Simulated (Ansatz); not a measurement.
# Ru(0001) film, 5 layers, step: surface scattering

How does Ru(0001) film, 5 layers, step scatter electrons that run along the film?

Calculated with Ansatz 0.2.0; Ansatz plane-wave DFT, PBE, PAW files; relaxation of the atoms about the surface defect; PAW set soft_1, in the first sound run; inputs show where later runs differ.

### 1. Set-up

The cell holds 83 atoms: 83 Ru. Its edges and angles: a = 21.705 Å, b = 2.706 Å, c = 37.493 Å, α = 90.0°, β = 90.0°, γ = 90.0°. It derives from Ru. Vacuum lies along a. The structure's axis is c.

### 2. Relaxing about the defect

The neighbours of the defect are let go while the lead's layers stay on their sites, since a lead must repeat to 0.01 Å.

Input file input.yaml:

```yaml
crystal:
  lattice:
    - [21.70475, 0.0, 0.0]
    - [0.0, 2.7058, 0.0]
    - [0.0, 0.0, 37.492664601]
  atoms:
    - { symbol: Ru, position: [0.2073278891, 0.0, 0.0] }
    - { symbol: Ru, position: [0.2073278891, 0.5, 0.0625] }
    - { symbol: Ru, position: [0.3059675877, 0.0, 0.0416666667] }
    - { symbol: Ru, position: [0.3059675877, 0.5, 0.1041666667] }
    - { symbol: Ru, position: [0.4046072864, 0.0, 0.0] }
    - { symbol: Ru, position: [0.4046072864, 0.5, 0.0625] }
    - { symbol: Ru, position: [0.5032469851, 0.0, 0.0416666667] }
    - { symbol: Ru, position: [0.5032469851, 0.5, 0.1041666667] }
    - { symbol: Ru, position: [0.6018866838, 0.0, 0.0] }
    - { symbol: Ru, position: [0.6018866838, 0.5, 0.0625] }
    - { symbol: Ru, position: [0.2073278891, 0.0, 0.125] }
    - { symbol: Ru, position: [0.2073278891, 0.5, 0.1875] }
    - { symbol: Ru, position: [0.3059675877, 0.0, 0.1666666667] }
    - { symbol: Ru, position: [0.3059675877, 0.5, 0.2291666667] }
    - { symbol: Ru, position: [0.4046072864, 0.0, 0.125] }
    - { symbol: Ru, position: [0.4046072864, 0.5, 0.1875] }
    - { symbol: Ru, position: [0.5032469851, 0.0, 0.1666666667] }
    - { symbol: Ru, position: [0.5032469851, 0.5, 0.2291666667] }
    - { symbol: Ru, position: [0.6018866838, 0.0, 0.125] }
    - { symbol: Ru, position: [0.6018866838, 0.5, 0.1875] }
    - { symbol: Ru, position: [0.2073278891, 0.0, 0.25] }
    - { symbol: Ru, position: [0.2073278891, 0.5, 0.3125] }
    - { symbol: Ru, position: [0.3059675877, 0.0, 0.2916666667] }
    - { symbol: Ru, position: [0.3059675877, 0.5, 0.3541666667] }
    - { symbol: Ru, position: [0.4046072864, 0.0, 0.25] }
    - { symbol: Ru, position: [0.4046072864, 0.5, 0.3125] }
    - { symbol: Ru, position: [0.5032469851, 0.0, 0.2916666667] }
    - { symbol: Ru, position: [0.5032469851, 0.5, 0.3541666667] }
    - { symbol: Ru, position: [0.6018866838, 0.0, 0.25] }
    - { symbol: Ru, position: [0.6018866838, 0.5, 0.3125] }
    - { symbol: Ru, position: [0.2073278891, 0.0, 0.375] }
    - { symbol: Ru, position: [0.2073278891, 0.5, 0.4375] }
    - { symbol: Ru, position: [0.3059675877, 0.0, 0.4166666667] }
    - { symbol: Ru, position: [0.3059675877, 0.5, 0.4791666667] }
    - { symbol: Ru, position: [0.4046072864, 0.0, 0.375] }
    - { symbol: Ru, position: [0.4046072864, 0.5, 0.4375] }
    - { symbol: Ru, position: [0.5032469851, 0.0, 0.4166666667] }
    - { symbol: Ru, position: [0.5032469851, 0.5, 0.4791666667] }
    - { symbol: Ru, position: [0.6018866838, 0.0, 0.375] }
    - { symbol: Ru, position: [0.6018866838, 0.5, 0.4375] }
    - { symbol: Ru, position: [0.2073278891, 0.0, 0.5] }
    - { symbol: Ru, position: [0.2073278891, 0.5, 0.5625] }
    - { symbol: Ru, position: [0.3059675877, 0.0, 0.5416666667] }
    - { symbol: Ru, position: [0.3059675877, 0.5, 0.6041666667] }
    - { symbol: Ru, position: [0.4046072864, 0.0, 0.5] }
    - { symbol: Ru, position: [0.4046072864, 0.5, 0.5625] }
    - { symbol: Ru, position: [0.5032469851, 0.0, 0.5416666667] }
    - { symbol: Ru, position: [0.5032469851, 0.5, 0.6041666667] }
    - { symbol: Ru, position: [0.6018866838, 0.0, 0.5] }
    - { symbol: Ru, position: [0.6018866838, 0.5, 0.5625] }
    - { symbol: Ru, position: [0.2073278891, 0.0, 0.625] }
    - { symbol: Ru, position: [0.2073278891, 0.5, 0.6875] }
    - { symbol: Ru, position: [0.3059675877, 0.0, 0.6666666667] }
    - { symbol: Ru, position: [0.3059675877, 0.5, 0.7291666667] }
    - { symbol: Ru, position: [0.4046072864, 0.0, 0.625] }
    - { symbol: Ru, position: [0.4046072864, 0.5, 0.6875] }
    - { symbol: Ru, position: [0.5032469851, 0.0, 0.6666666667] }
    - { symbol: Ru, position: [0.5032469851, 0.5, 0.7291666667] }
    - { symbol: Ru, position: [0.6018866838, 0.0, 0.625] }
    - { symbol: Ru, position: [0.6018866838, 0.5, 0.6875] }
    - { symbol: Ru, position: [0.2073278891, 0.0, 0.75] }
    - { symbol: Ru, position: [0.2073278891, 0.5, 0.8125] }
    - { symbol: Ru, position: [0.3059675877, 0.0, 0.7916666667] }
    - { symbol: Ru, position: [0.3059675877, 0.5, 0.8541666667] }
    - { symbol: Ru, position: [0.4046072864, 0.0, 0.75] }
    - { symbol: Ru, position: [0.4046072864, 0.5, 0.8125] }
    - { symbol: Ru, position: [0.5032469851, 0.0, 0.7916666667] }
    - { symbol: Ru, position: [0.5032469851, 0.5, 0.8541666667] }
    - { symbol: Ru, position: [0.6018866838, 0.0, 0.75] }
    - { symbol: Ru, position: [0.6018866838, 0.5, 0.8125] }
    - { symbol: Ru, position: [0.2073278891, 0.0, 0.875] }
    - { symbol: Ru, position: [0.2073278891, 0.5, 0.9375] }
    - { symbol: Ru, position: [0.3059675877, 0.0, 0.9166666667] }
    - { symbol: Ru, position: [0.3059675877, 0.5, 0.9791666667] }
    - { symbol: Ru, position: [0.4046072864, 0.0, 0.875] }
    - { symbol: Ru, position: [0.4046072864, 0.5, 0.9375] }
    - { symbol: Ru, position: [0.5032469851, 0.0, 0.9166666667] }
    - { symbol: Ru, position: [0.5032469851, 0.5, 0.9791666667] }
    - { symbol: Ru, position: [0.6018866838, 0.0, 0.875] }
    - { symbol: Ru, position: [0.6018866838, 0.5, 0.9375] }
    - { symbol: Ru, position: [0.7005263825, 0.0, 0.4166666667] }
    - { symbol: Ru, position: [0.7005263825, 0.5, 0.4791666667] }
    - { symbol: Ru, position: [0.7005263825, 0.0, 0.5416666667] }
kpoints:
  mp_grid: { grid: [1, 9, 1] }
hamiltonian:
  xc: pbe
  pseudopotentials: { kind: paw, azcp: { folder: soft_1 } }
scf:
  occupations: { method: fermi_dirac, width: 0.1 }
relax:
  f_tol: 0.03
  max_steps: 40
  constraints:
    - { sites: [0, 1, 2, 3, 4, 5, 6, 7, 8, 9, 10, 11, 12, 13, 14, 15, 16, 17, 18, 19, 20, 21, 22, 23, 24, 25, 26, 28, 29, 30, 31, 32, 33, 34, 35, 40, 41, 42, 43, 44, 45, 50, 51, 52, 53, 54, 55, 56, 57, 59, 60, 61, 62, 63, 64, 65, 66, 67, 68, 69, 70, 71, 72, 73, 74, 75, 76, 77, 78, 79] }
```

Launch:

```
$ ansatz run input.yaml --threads 8 --pin off --max-ram 15360MiB --backend cpu --events-out ev --progress --plain --runs-dir out
```

Numbers of over 12 decimals in the logs are rounded to 6 here.

Log:

```text
Engine: ansatz 0.2.0, x86_64-unknown-linux-gnu
Pseudopotentials: kind: paw
Pseudopotential: Ru, paw, valence charge 16, recommended cutoff 420 eV (normal), soft_1/Ru.paw.azcp
Functional definition: PBE
  parameter kappa = 0.804
  parameter beta = 0.066725
  exchange = pbe_x(kappa = kappa, mu = beta*pi^2/3)
  correlation = pbe_c(beta = beta)
Crystal: 83 atoms, lattice volume = 2201.896 Å³
Basis set: ecut = 420 eV, 43297 PW (Γ), exchange–correlation on 300×40×512 points (8 copies of the dense FFT grid, shifted against one another)
Bands: 797, of which v1, the nominal top of the filled ones, is band 664 counted from 1 (663 counted from 0)
Symmetry: 2 space group operations
Space group: Pm (ITA 6), of the structure as read, at distance tolerance 1.3e-4 Å
k-points: 5 of 9
Non-local potential: Ru, projectors of the file, l = 0: 3, l = 1: 2, l = 2: 2, l = 3: 1
PAW form: soft (Blöchl's): semilocal exchange-correlation on the pseudo side does not see the compensation charge
PAW one-centre angular grid: Ru, 590 points (default); XC on 64 Gauss nodes
Initial density: superposition of atomic densities (neutral atoms: chi_scale 0, normalization atom)
Initial wavefunctions: pseudopotential atomic-orbital guess
Functional: x = pbe(κ = 0.804, μ = 0.219515), c = pbe(β = 0.066725)
SCF iter   1: F=—  HF=-487954.677450 eV  |F-HF|=—  |Δ(HF+E_count)|=         —  Δρ=8.42e-2  dr2=2.67e2  ethr=3.10e-3  ⟨swp⟩=7.2  Hψ=15818  notcnv=0  defer=14
preconditioner: auto → LDOS  [metal: Δε(μ)=0.004 eV  Ē_g=4.855 eV  σ=0.100 eV  W_gap=0.01  n_scr=526 (ndim 8)  ℏωp=20.4 eV  f_vac=0.425  D(μ)=85.86/eV (n_scr^D=670)  β→1.0]
SCF iter   2: F=—  HF=-487959.419868 eV  |F-HF|=—  |Δ(HF+E_count)|=    4.74e0  Δρ=8.71e-2  dr2=2.13e2  ethr=3.10e-3  ⟨swp⟩=4.0  Hψ=11031  notcnv=0  defer=44
SCF iter   3: F=—  HF=-487901.060267 eV  |F-HF|=—  |Δ(HF+E_count)|=    5.84e1  Δρ=6.94e-3  dr2=1.89e0  ethr=3.10e-3  ⟨swp⟩=3.0  Hψ=10714  notcnv=0  defer=58
SCF iter   4: F=—  HF=-487901.086747 eV  |F-HF|=—  |Δ(HF+E_count)|=   2.65e-2  Δρ=3.34e-3  dr2=5.22e-1  ethr=1.42e-4  ⟨swp⟩=3.0  Hψ=8535  notcnv=0  defer=58
SCF iter   5: F=—  HF=-487901.000275 eV  |F-HF|=—  |Δ(HF+E_count)|=   8.65e-2  Δρ=9.30e-4  dr2=1.77e-2  ethr=3.93e-5  ⟨swp⟩=2.0  Hψ=5629  notcnv=0  defer=58
SCF iter   6: F=—  HF=-487901.008194 eV  |F-HF|=—  |Δ(HF+E_count)|=   7.92e-3  Δρ=3.52e-4  dr2=4.78e-3  ethr=1.33e-6  ⟨swp⟩=2.4  Hψ=6562  notcnv=0  defer=58
SCF iter   7: F=—  HF=-487901.009669 eV  |F-HF|=—  |Δ(HF+E_count)|=   1.47e-3  Δρ=1.25e-4  dr2=1.01e-3  ethr=3.60e-7  ⟨swp⟩=2.6  Hψ=6567  notcnv=0  defer=58
SCF iter   8: F=—  HF=-487901.009568 eV  |F-HF|=—  |Δ(HF+E_count)|=   1.00e-4  Δρ=5.34e-5  dr2=9.28e-5  ethr=7.58e-8  ⟨swp⟩=2.8  Hψ=7526  notcnv=0  defer=58
SCF iter   9: F=-487901.009609 eV  HF=-487901.009609 eV  |F-HF|=7.09e-8  |Δ(HF+E_count)|=   4.05e-5  Δρ=2.17e-5  dr2=1.41e-5  ethr=1.69e-9  ⟨swp⟩=5.0  Hψ=13284  notcnv=0
SCF 1 converged in 9 iterations: F = -487901.009609 eV  dr2 = 1.41e-5
  greatest PAW one-centre occupation: 1.000 electrons in one spin orbital (limit 2), on the Ru atom at site 37 (counted from 0), in its partial waves of l = 0
relax step   1: F+E_penalty+E_count = -487901.00960866 eV  Δ(F+E_penalty+E_count) = +0.000e0 eV  max|allowed force component| = 9.918e-1 eV/Å  Δτ_max = 0.0000 Å  (9 SCF iters, dr2 threshold 2.25e-5 eV, accepted)
Initial density: handed on by an earlier stage of this run
Initial wavefunctions: those handed on with the density
iter 1 solved again at ethr=2.64e-4 eV; its pass at ethr=3.10e-3 eV (dr2=3.50e0 eV) is discarded
SCF iter   1: F=—  HF=-487901.291143 eV  |F-HF|=—  |Δ(HF+E_count)|=         —  Δρ=6.21e-3  dr2=3.05e0  ethr=2.64e-4  ⟨swp⟩=2.0  Hψ=15822  notcnv=0  defer=47
preconditioner: auto → LDOS  [metal: Δε(μ)=0.010 eV  Ē_g=4.445 eV  σ=0.100 eV  W_gap=0.02  n_scr=526 (ndim 8)  ℏωp=20.4 eV  f_vac=0.431  D(μ)=91.71/eV (n_scr^D=776)  β→1.0]
SCF iter   2: F=—  HF=-487901.201888 eV  |F-HF|=—  |Δ(HF+E_count)|=   8.93e-2  Δρ=2.18e-3  dr2=1.80e-1  ethr=2.30e-4  ⟨swp⟩=2.0  Hψ=6327  notcnv=0  defer=47
SCF iter   3: F=—  HF=-487901.201988 eV  |F-HF|=—  |Δ(HF+E_count)|=   1.00e-4  Δρ=1.56e-3  dr2=9.26e-2  ethr=1.36e-5  ⟨swp⟩=3.0  Hψ=9142  notcnv=0  defer=47
SCF iter   4: F=—  HF=-487901.177679 eV  |F-HF|=—  |Δ(HF+E_count)|=   2.43e-2  Δρ=4.13e-4  dr2=3.88e-3  ethr=6.97e-6  ⟨swp⟩=2.2  Hψ=7216  notcnv=0  defer=47
SCF iter   5: F=—  HF=-487901.175212 eV  |F-HF|=—  |Δ(HF+E_count)|=   2.47e-3  Δρ=8.34e-5  dr2=3.18e-4  ethr=2.92e-7  ⟨swp⟩=3.0  Hψ=7752  notcnv=0  defer=47
SCF iter   6: F=-487901.175285 eV  HF=-487901.175282 eV  |F-HF|=2.85e-6  |Δ(HF+E_count)|=   6.97e-5  Δρ=3.28e-5  dr2=3.79e-5  ethr=4.63e-9  ⟨swp⟩=3.0  Hψ=16879  notcnv=0
SCF 2 converged in 6 iterations: F = -487901.175285 eV  dr2 = 3.79e-5
  greatest PAW one-centre occupation: 1.000 electrons in one spin orbital (limit 2), on the Ru atom at site 39 (counted from 0), in its partial waves of l = 0
relax step   2: F+E_penalty+E_count = -487901.17528451 eV  Δ(F+E_penalty+E_count) = -1.657e-1 eV  max|allowed force component| = 1.016e0 eV/Å  Δτ_max = 0.1959 Å  (6 SCF iters, dr2 threshold 6.15e-5 eV, accepted)
SCF iter   1: F=—  HF=-487901.301497 eV  |F-HF|=—  |Δ(HF+E_count)|=         —  Δρ=2.34e-3  dr2=3.55e-1  ethr=2.87e-4  ⟨swp⟩=6.2  Hψ=9554  notcnv=0  defer=27
preconditioner: auto → LDOS  [metal: Δε(μ)=0.008 eV  Ē_g=4.433 eV  σ=0.100 eV  W_gap=0.02  n_scr=526 (ndim 8)  ℏωp=20.4 eV  f_vac=0.430  D(μ)=92.31/eV (n_scr^D=776)  β→1.0]
SCF iter   2: F=—  HF=-487901.283154 eV  |F-HF|=—  |Δ(HF+E_count)|=   1.83e-2  Δρ=6.93e-4  dr2=3.41e-2  ethr=2.67e-5  ⟨swp⟩=2.0  Hψ=6383  notcnv=0  defer=27
SCF iter   3: F=—  HF=-487901.282208 eV  |F-HF|=—  |Δ(HF+E_count)|=   9.46e-4  Δρ=5.52e-4  dr2=1.25e-2  ethr=2.57e-6  ⟨swp⟩=2.6  Hψ=8165  notcnv=0  defer=27
SCF iter   4: F=—  HF=-487901.279087 eV  |F-HF|=—  |Δ(HF+E_count)|=   3.12e-3  Δρ=1.13e-4  dr2=3.09e-4  ethr=9.38e-7  ⟨swp⟩=2.6  Hψ=7609  notcnv=0  defer=27
SCF iter   5: F=-487901.279042 eV  HF=-487901.279050 eV  |F-HF|=7.32e-6  |Δ(HF+E_count)|=   3.74e-5  Δρ=2.17e-5  dr2=2.55e-5  ethr=4.86e-9  ⟨swp⟩=3.4  Hψ=17674  notcnv=0
SCF 3 converged in 5 iterations: F = -487901.279042 eV  dr2 = 2.55e-5
relax step   3: F+E_penalty+E_count = -487901.27904231 eV  Δ(F+E_penalty+E_count) = -1.038e-1 eV  max|allowed force component| = 1.537e-1 eV/Å  Δτ_max = 0.0827 Å  (5 SCF iters, dr2 threshold 6.45e-5 eV, accepted)
[...]
relax step   4: F+E_penalty+E_count = -487901.28093784 eV  Δ(F+E_penalty+E_count) = -1.896e-3 eV  max|allowed force component| = 2.635e-2 eV/Å  Δτ_max = 0.0088 Å  (5 SCF iters, dr2 threshold 1.48e-6 eV, accepted)
[...]
SCF iter   2: F=—  HF=-487901.280938 eV  |F-HF|=—  |Δ(HF+E_count)|=   1.48e-4  Δρ=2.53e-6  dr2=3.03e-7  ethr=2.58e-11  ⟨swp⟩=3.8  Hψ=9830  notcnv=0  defer=38
SCF iter   3: F=-487901.280938 eV  HF=-487901.280938 eV  |F-HF|=3.57e-8  |Δ(HF+E_count)|=   8.07e-8  Δρ=1.15e-6  dr2=6.22e-8  ethr=7.53e-12  ⟨swp⟩=2.8  Hψ=16249  notcnv=0
SCF 5 converged in 3 iterations: F = -487901.280938 eV  dr2 = 6.22e-8
relax step   5: F+E_penalty+E_count = -487901.28093801 eV  Δ(F+E_penalty+E_count) = -1.739e-7 eV  max|allowed force component| = 2.631e-2 eV/Å  Δτ_max = 0.0000 Å  (3 SCF iters, accepted)
SCF converged after 3 iterations
Free energy (F): -487901.280938 eV
Harris-Foulkes:  -487901.280938 eV  (|F-HF|=3.57e-8)
Internal energy: -487898.229404 eV  (E = F + TS)
E sigma→0 (E₀):  -487899.755171 eV
Entropy (-TS):   -3.051534 eV (-36.765 meV/atom)
Fermi energy:    9.576621 eV
--- Per-component energies (eV) ---
  E_band       = -22733.737337
  E_kinetic    = 38088.035219
  E_local      = -1485845.152444  (includes V_loc(G=0)·N_el)
  E_nonlocal   = 34300.389426
  E_hartree    = 716120.118064
  E_xc         = -14049.470392
  E_vxc        = -17759.984983  (∫ρ·V_xc dr)
  E_paw        = -290636.071443  (= ΣΔE_a)
  E_vpaw       = -23757.302778  (= ΣTr[D̂ρ^β])
  E_aug_tail   = 0.052317  (compensation charges beyond the density's cutoff)
  E_ewald      = 514123.869849
  E_smearing   = -3.051534  (= −TS)
  E_closure    = -0.000000  (closes the sum)
  Σ components = -487901.280938   (vs F -487901.280938, Δ=0.00e0)
--- Forces (eV/Å), atoms counted from 1 ---
  atom   1  Ru     0.54926770     0.00000000    -0.00208727
  atom   2  Ru     0.54775069     0.00000000    -0.00550405
  atom   3  Ru    -0.71738800     0.00000000     0.01459534
  atom   4  Ru    -0.71443552     0.00000000     0.01396636
  atom   5  Ru     0.00577065     0.00000000    -0.02443165
  atom   6  Ru     0.00257923     0.00000000    -0.02307741
  atom   7  Ru     0.71566975     0.00000000     0.01190985
  atom   8  Ru     0.71414964     0.00000000     0.01959679
  atom   9  Ru    -0.54423590     0.00000000    -0.00673127
  atom  10  Ru    -0.54984621     0.00000000    -0.00748227
  atom  11  Ru     0.55191149     0.00000000    -0.00035946
  atom  12  Ru     0.54863050     0.00000000    -0.00212851
  atom  13  Ru    -0.71433355     0.00000000     0.01776961
  atom  14  Ru    -0.70755898     0.00000000     0.00373352
  atom  15  Ru    -0.00083092     0.00000000    -0.02160029
  atom  16  Ru    -0.00315167     0.00000000    -0.02554236
  atom  17  Ru     0.70333039     0.00000000     0.00454931
  atom  18  Ru     0.73331481     0.00000000     0.01200639
  atom  19  Ru    -0.54735479     0.00000000    -0.01440798
  atom  20  Ru    -0.53524971     0.00000000     0.00872541
  atom  21  Ru     0.53881217     0.00000000    -0.00954094
  atom  22  Ru     0.55927022     0.00000000    -0.01435674
  atom  23  Ru    -0.72188855     0.00000000     0.02815002
  atom  24  Ru    -0.65472317     0.00000000    -0.00690607
  atom  25  Ru    -0.00534654     0.00000000    -0.00495643
  atom  26  Ru     0.11827199     0.00000000     0.13132690
  atom  27  Ru     0.69434445     0.00000000    -0.02681662
  atom  28  Ru     0.01700990     0.00000000     0.00009089
  atom  29  Ru    -0.52186804     0.00000000    -0.13668332
  atom  30  Ru    -0.43124530     0.00000000    -0.10134701
  atom  31  Ru     0.58032905     0.00000000    -0.00469344
  atom  32  Ru     0.65401194     0.00000000    -0.01051314
  atom  33  Ru    -0.68319302     0.00000000    -0.02656340
  atom  34  Ru    -0.63679172     0.00000000    -0.02367159
  atom  35  Ru     0.01183654     0.00000000    -0.03598530
  atom  36  Ru     0.04657952     0.00000000    -0.04488929
  atom  37  Ru    -0.00416741     0.00000000    -0.00543046
  atom  38  Ru     0.00849562     0.00000000    -0.00277648
  atom  39  Ru    -0.00240975     0.00000000    -0.02631140
  atom  40  Ru     0.01196557     0.00000000     0.01387467
[...]
atom  72  Ru     0.55022162     0.00000000    -0.00628242
  atom  73  Ru    -0.71678913     0.00000000     0.01496332
  atom  74  Ru    -0.71883484     0.00000000     0.01461300
  atom  75  Ru     0.00105294     0.00000000    -0.02309159
  atom  76  Ru    -0.00116848     0.00000000    -0.02456882
  atom  77  Ru     0.71240951     0.00000000     0.01899756
  atom  78  Ru     0.71233120     0.00000000     0.01627641
  atom  79  Ru    -0.54585834     0.00000000    -0.00017712
  atom  80  Ru    -0.54777741     0.00000000    -0.00402367
  atom  81  Ru     0.00076827     0.00000000     0.00457544
  atom  82  Ru     0.00823577     0.00000000    -0.00505798
  atom  83  Ru    -0.00981483     0.00000000     0.00756874
  max |Σ_I F_I| component: 8.39e-5 eV/Å
--- Relaxed structure (5 steps of the walk, 5 accepted, 0 SCFs on fresh bases) ---
  F+E_penalty+E_count = -487901.28093801 eV   max|allowed force component| = 2.631e-2 eV/Å
  atoms:
    - { symbol: Ru, position: [0.207328, 0.0, 0.0] }
    - { symbol: Ru, position: [0.207328, 0.5, 0.0625] }
    - { symbol: Ru, position: [0.3059675877, 0.0, 0.041667] }
    - { symbol: Ru, position: [0.3059675877, 0.5, 0.1041666667] }
    - { symbol: Ru, position: [0.404607, 0.0, 0.0] }
    - { symbol: Ru, position: [0.404607, 0.5, 0.0625] }
    - { symbol: Ru, position: [0.5032469851, 0.0, 0.041667] }
    - { symbol: Ru, position: [0.5032469851, 0.5, 0.1041666667] }
    - { symbol: Ru, position: [0.601887, 0.0, 0.0] }
    - { symbol: Ru, position: [0.601887, 0.5, 0.0625] }
    - { symbol: Ru, position: [0.207328, 0.0, 0.125] }
    - { symbol: Ru, position: [0.207328, 0.5, 0.1875] }
    - { symbol: Ru, position: [0.3059675877, 0.0, 0.166667] }
    - { symbol: Ru, position: [0.3059675877, 0.5, 0.2291666667] }
    - { symbol: Ru, position: [0.404607, 0.0, 0.125] }
    - { symbol: Ru, position: [0.404607, 0.5, 0.1875] }
    - { symbol: Ru, position: [0.5032469851, 0.0, 0.166667] }
    - { symbol: Ru, position: [0.5032469851, 0.5, 0.2291666667] }
    - { symbol: Ru, position: [0.601887, 0.0, 0.125] }
    - { symbol: Ru, position: [0.601887, 0.5, 0.1875] }
    - { symbol: Ru, position: [0.207328, 0.0, 0.25] }
    - { symbol: Ru, position: [0.207328, 0.5, 0.3125] }
    - { symbol: Ru, position: [0.3059675877, 0.0, 0.2916666667] }
    - { symbol: Ru, position: [0.3059675877, 0.5, 0.3541666667] }
    - { symbol: Ru, position: [0.404607, 0.0, 0.25] }
    - { symbol: Ru, position: [0.404607, 0.5, 0.3125] }
    - { symbol: Ru, position: [0.5032469851, 0.0, 0.2916666667] }
    - { symbol: Ru, position: [0.505544, 0.5, 0.354023] }
    - { symbol: Ru, position: [0.601887, 0.0, 0.25] }
    - { symbol: Ru, position: [0.601887, 0.5, 0.3125] }
    - { symbol: Ru, position: [0.207328, 0.0, 0.375] }
    - { symbol: Ru, position: [0.207328, 0.5, 0.437500] }
    - { symbol: Ru, position: [0.3059675877, 0.0, 0.416667] }
    - { symbol: Ru, position: [0.3059675877, 0.5, 0.4791666667] }
    - { symbol: Ru, position: [0.404607, 0.0, 0.375] }
    - { symbol: Ru, position: [0.404607, 0.5, 0.437500] }
    - { symbol: Ru, position: [0.504632, 0.0, 0.416260] }
    - { symbol: Ru, position: [0.503874, 0.5, 0.479105] }
    - { symbol: Ru, position: [0.603829, 0.0, 0.373672] }
    - { symbol: Ru, position: [0.602679, 0.5, 0.437149] }
[...]
- { symbol: Ru, position: [0.207328, 0.5, 0.937500] }
    - { symbol: Ru, position: [0.3059675877, 0.0, 0.916667] }
    - { symbol: Ru, position: [0.3059675877, 0.5, 0.979167] }
    - { symbol: Ru, position: [0.404607, 0.0, 0.875000] }
    - { symbol: Ru, position: [0.404607, 0.5, 0.937500] }
    - { symbol: Ru, position: [0.5032469851, 0.0, 0.916667] }
    - { symbol: Ru, position: [0.5032469851, 0.5, 0.979167] }
    - { symbol: Ru, position: [0.601887, 0.0, 0.875000] }
    - { symbol: Ru, position: [0.601887, 0.5, 0.937500] }
    - { symbol: Ru, position: [0.697207, 0.0, 0.418807] }
    - { symbol: Ru, position: [0.696889, 0.5, 0.479177] }
    - { symbol: Ru, position: [0.697740, 0.0, 0.539236] }
```

The job ended after 24 min (8 threads of Intel Xeon at 2.70GHz, shared host; peak memory 10 GiB; 2.8 h of CPU time).

(Part 1 of 2 ends here.)

[Logs are printed without paths, hosts, clocks, repeated set-up lines and the standing remarks that a program may print on its own settings, such as how far it seeks lower states.]

[Hosts, paths, dates, database ids (printed as entryN), source tags and the programs' standing remarks are cut or masked in the printed files.]
